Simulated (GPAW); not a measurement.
# How the form of the self-energy moves the gap of MgS (P6_3mc)

Aim: compare treatments of exchange, screening and correlation for the gap of MgS (P6_3mc).

Calculated with GPAW 26.7.0; LDA and many-body steps on it, plane waves.

Most raw output is cut from this account.

**1. Starting point**

The structure is hexagonal, space group P6_3mc (No. 186). Conventional cell: a = 4.035 Å, b = 4.035 Å, c = 6.432 Å, α = 90.00°, β = 90.00°, γ = 120.00°. Nearest to Mg lie 4 S at 2.45 to 2.47 Å. Nearest to S lie 4 Mg at 2.45 to 2.47 Å. Farther neighbours and most contacts between anions are not listed.

As a file:

```
Mg S
1.0
     4.03462    0.00000    0.00000
    -2.01731    3.49409    0.00000
     0.00000    0.00000    6.43229
Mg S
2 2
Direct
  0.66667 0.33333 0.49575
  0.33333 0.66667 0.99575
  0.33333 0.66667 0.37924
  0.66667 0.33333 0.87924
```

The cell and positions are those that the Materials Project relaxed with its own functionals (PBE, PBE+U or r2SCAN), kept fixed. This is not the form that MgS usually takes at ambient conditions.

**2. Empty states on the mesh, 3×3×2 mesh, 315 bands**

This step: GPAW 26.7.0; DFT, LDA, plane waves, PAW.

The sums over transitions need many empty states on a uniform mesh; this step solves for them.

Input file run.py:

```python
import json
import numpy as np
from gpaw.mpi import world
from gpaw import GPAW

calc = GPAW('gs.gpw').fixed_density(kpts={'size': (3, 3, 2), 'gamma': True},
    parallel={'domain': 1, 'band': 1},
    txt='nscf.txt')
calc.diagonalize_full_hamiltonian(nbands=315)
calc.write('full.gpw', mode='all')
res = {}
kpts = calc.get_ibz_k_points()
res['kpts'] = kpts
res['eigenvalues'] = [calc.get_eigenvalues(kpt=k) for k in range(len(kpts))]
res['n_electrons'] = calc.get_number_of_electrons()

if world.rank == 0:
    with open('result.json', 'w') as f:
        json.dump(res, f, default=lambda x: x.tolist())
```

The run is started by

```bash
$ mpirun -n 4 gpaw python run.py
```

Run time: 20 s. Hardware: 4 MPI ranks of Arm Neoverse V1, shared host; peak memory 1.6 GiB; 82 s of CPU time.

This step gave:

```
gap                                                           : 3.153 eV
k of the valence top                                          : 0, 0, 0
k of the conduction bottom                                    : 0, 0, 0
least direct gap                                              : 3.153 eV
k points computed                                             : 6
lowest point of the top converged band, above the valence top : 120.6806 eV
```

On this mesh the gap is 3.153 eV.

**3. G0W0, Godby-Needs plasmon pole**

G0W0 replaces the xc potential by the self-energy, built once from these orbitals. Only a window of levels is corrected, while the sums run over the empty bands that the input names.

This step: G0W0 on LDA, plane waves, PAW.

Input file run.py:

```python
import json
import numpy as np
from gpaw.mpi import world
from gpaw.response.g0w0 import G0W0

gw = G0W0('full.gpw',
    filename='gw',
    kpts=[0],
    bands=(14, 18),
    ecut=78,
    nbands=141,
    integrate_gamma='WS',
    ppa=True)
gw.calculate()
res = {mode: {k: v for k, v in r.items() if k != 'sigma_eskwn'}
       for mode, r in gw.all_results.items()}

if world.rank == 0:
    with open('result.json', 'w') as f:
        json.dump(res, f, default=lambda x: x.tolist())
```

The run is started by

```bash
$ mpirun -n 4 gpaw python run.py
```

Elapsed: 11 s, on 4 MPI ranks; peak memory 1.1 GiB; 44 s of CPU time.

Numbers from this step:

```
G0W0 gap on the points computed              : 4.753 eV
least direct G0W0 gap on the computed points : 4.753 eV
Z at the valence top                         : 0.7861
Z at the conduction bottom                   : 0.8205
starting gap on the mesh                     : 3.153 eV
k of the valence top                         : 0, 0, 0
k of the conduction bottom                   : 0, 0, 0
```

The gap on the mesh goes from 3.15 eV to 4.75 eV, a correction of +1.60 eV.

**4. One-shot HSE06**

This step: one-shot HSE06 levels on LDA orbitals, plane waves, PAW.

Input file run.py:

```python
import json
import numpy as np
from gpaw.mpi import world
from gpaw.hybrids.eigenvalues import non_self_consistent_eigenvalues

dft, vxc, vxc_hyb = non_self_consistent_eigenvalues('full.gpw', 'HSE06', 14, 18, kpt_indices=[0])
res = {'dft': dft[0], 'hybrid': (dft - vxc + vxc_hyb)[0]}
if world.rank == 0:
    with open('hybrid.txt', 'w') as f:
        for k, e0, e1 in zip([0], res['dft'], res['hybrid']):
            print(k, ' '.join(f'{x:9.4f}' for x in e0), '|', ' '.join(f'{x:9.4f}' for x in e1), file=f)

if world.rank == 0:
    with open('result.json', 'w') as f:
        json.dump(res, f, default=lambda x: x.tolist())
```

The run is started by

```bash
$ mpirun -n 4 gpaw python run.py
```

Run time: 2.7 s. Hardware: 4 MPI ranks; peak memory 0.49 GiB.

This step gave:

```yaml
starting_gap_on_the_mesh: 3.153 eV
hybrid_gap_on_the_mesh: 4.465 eV
least_direct_hybrid_gap_on_the_computed_points: 4.465 eV
```

**5. G0W0, extrapolated in the cutoff**

This step: G0W0 on LDA, plane waves, PAW.

Input file run.py:

```python
import json
import numpy as np
from gpaw.mpi import world
from gpaw.response.g0w0 import G0W0

gw = G0W0('full.gpw',
    filename='gw',
    kpts=[0],
    bands=(14, 18),
    ecut=130.0,
    integrate_gamma='WS',
    ppa=True,
    ecut_extrapolation=True)
gw.calculate()
res = {mode: {k: v for k, v in r.items() if k != 'sigma_eskwn'}
       for mode, r in gw.all_results.items()}

if world.rank == 0:
    with open('result.json', 'w') as f:
        json.dump(res, f, default=lambda x: x.tolist())
```

The run is started by

```bash
$ mpirun -n 4 gpaw python run.py
```

Run time: 59 s. Hardware: 4 MPI ranks; peak memory 1.4 GiB.

This step gave:

| Item | Value |
| --- | --- |
| quasiparticle gap on the points computed | 4.959 eV |
| least direct quasiparticle gap on the computed points | 4.959 eV |
| Z at the valence top | 0.7803 |
| Z at the conduction bottom | 0.8178 |
| starting gap on the mesh | 3.153 eV |
| k of the valence top | 0, 0, 0 |
| k of the conduction bottom | 0, 0, 0 |
| gaps at the cutoffs of the extrapolation | 4.838, 4.849, 4.862 eV |

Against G0W0 in GPAW (3×3×2 mesh, 141 bands, screening to 78 eV, Godby-Needs plasmon pole), the gap moves by +0.205 eV.

**6. One-shot Hartree-Fock**

This step: one-shot Hartree-Fock levels on LDA orbitals, plane waves, PAW.

Input file run.py:

```python
import json
import numpy as np
from gpaw.mpi import world
from gpaw.hybrids.eigenvalues import non_self_consistent_eigenvalues

dft, vxc, vxc_hyb = non_self_consistent_eigenvalues('full.gpw', 'EXX', 14, 18, kpt_indices=[0])
res = {'dft': dft[0], 'hybrid': (dft - vxc + vxc_hyb)[0]}
if world.rank == 0:
    with open('hybrid.txt', 'w') as f:
        for k, e0, e1 in zip([0], res['dft'], res['hybrid']):
            print(k, ' '.join(f'{x:9.4f}' for x in e0), '|', ' '.join(f'{x:9.4f}' for x in e1), file=f)

if world.rank == 0:
    with open('result.json', 'w') as f:
        json.dump(res, f, default=lambda x: x.tolist())
```

The run is started by

```bash
$ mpirun -n 4 gpaw python run.py
```

Wall time 2.7 s (4 MPI ranks); peak memory 0.48 GiB.

Numbers from this step:

```
starting gap on the mesh                       : 3.153 eV
hybrid gap on the mesh                         : 10.53 eV
least direct hybrid gap on the computed points : 10.53 eV
```

**7. G0W0, full frequency, Hilbert transform**

This step: G0W0 on LDA, plane waves, PAW.

Input file run.py:

```python
import json
import numpy as np
from gpaw.mpi import world
from gpaw.response.g0w0 import G0W0

gw = G0W0('full.gpw',
    filename='gw',
    kpts=[0],
    bands=(14, 18),
    ecut=78,
    nbands=141,
    integrate_gamma='WS',
    frequencies={'type': 'nonlinear', 'domega0': 0.1, 'omega2': 15.0},
    eta=0.1,
    nblocksmax=True)
gw.calculate()
res = {mode: {k: v for k, v in r.items() if k != 'sigma_eskwn'}
       for mode, r in gw.all_results.items()}

if world.rank == 0:
    with open('result.json', 'w') as f:
        json.dump(res, f, default=lambda x: x.tolist())
```

The run is started by

```bash
$ mpirun -n 4 gpaw python run.py
```

Run time: 37 s. Hardware: 4 MPI ranks; peak memory 1.4 GiB; 2.4 min of CPU time.

Numbers from this step:

```
G0W0 gap on the points computed              : 4.748 eV
least direct G0W0 gap on the computed points : 4.748 eV
starting gap on the mesh                     : 3.153 eV
k of the valence top                         : 0, 0, 0
k of the conduction bottom                   : 0, 0, 0
```

Against G0W0 in GPAW (3×3×2 mesh, 141 bands, screening to 78 eV, Godby-Needs plasmon pole), the gap moves by −0.005 eV.

**8. The runs together**

Times are wall times on 4 MPI ranks of Arm Neoverse V1, shared host, good to a factor of about two.

| run | mesh | bands | screening cutoff (eV) | DFT gap (eV) | gap on the mesh (eV) | direct (eV) | time |
| --- | --- | --- | --- | --- | --- | --- | --- |
| G0W0, Godby-Needs plasmon pole | 3×3×2 | 141 | 78 | 3.153 | 4.753 | 4.753 | 11 s |
| one-shot HSE06 | 3×3×2 | - | - | 3.153 | 4.465 | 4.465 | 2.7 s |
| G0W0, extrapolated in the cutoff | 3×3×2 | - | 130 | 3.153 | 4.959 | 4.959 | 59 s |
| one-shot Hartree-Fock | 3×3×2 | - | - | 3.153 | 10.528 | 10.528 | 2.7 s |
| G0W0, full frequency, Hilbert transform | 3×3×2 | 141 | 78 | 3.153 | 4.748 | 4.748 | 37 s |

**9. Summary of results**

```
G0W0, Godby-Needs plasmon pole          : 4.753 eV
one-shot HSE06                          : 4.465 eV
G0W0, extrapolated in the cutoff        : 4.959 eV
one-shot Hartree-Fock                   : 10.528 eV
G0W0, full frequency, Hilbert transform : 4.748 eV
known limits                            : not at the basis limit; coarse k mesh
```

One-shot HSE06: −0.288 eV against G0W0, Godby-Needs plasmon pole. G0W0, extrapolated in the cutoff: +0.205 eV against G0W0, Godby-Needs plasmon pole, at other bands or cutoff, so not like for like. One-shot Hartree-Fock: +5.775 eV against G0W0, Godby-Needs plasmon pole. G0W0, full frequency, Hilbert transform: −0.005 eV against G0W0, Godby-Needs plasmon pole. Bare exchange alone opens the gap to 10.53 eV; against G0W0, correlation takes back 5.77 eV. One-shot hybrid levels are evaluated on the LDA orbitals. Bands and cutoff are finite, so the gap is not at the basis limit. The miss can reach some tenths of an eV and take either sign; the mesh is an error of its own. These stock PAW sets were not made for GW. In the G0W0 runs levels were corrected at 1 k point alone, so a gap called «on the mesh» is the least over those, and an edge elsewhere would be missed. The 3×3×2 mesh is coarse for this cell, which bears on the long-range parts of exchange and screening.

[Paths, hosts, dates, memory and timing lines, banners, echoed tables and standing remarks are left out of the program output.]

[Logs are printed without paths, hosts, clocks, repeated set-up lines and the standing remarks that a program may print on its own settings, such as how far it seeks lower states.]

[Runs of the session that timed out or met a known fault of the program may be left out.]

[Hosts, paths, dates, database ids (printed as entryN), source tags and the programs' standing remarks are cut or masked in the printed files.]
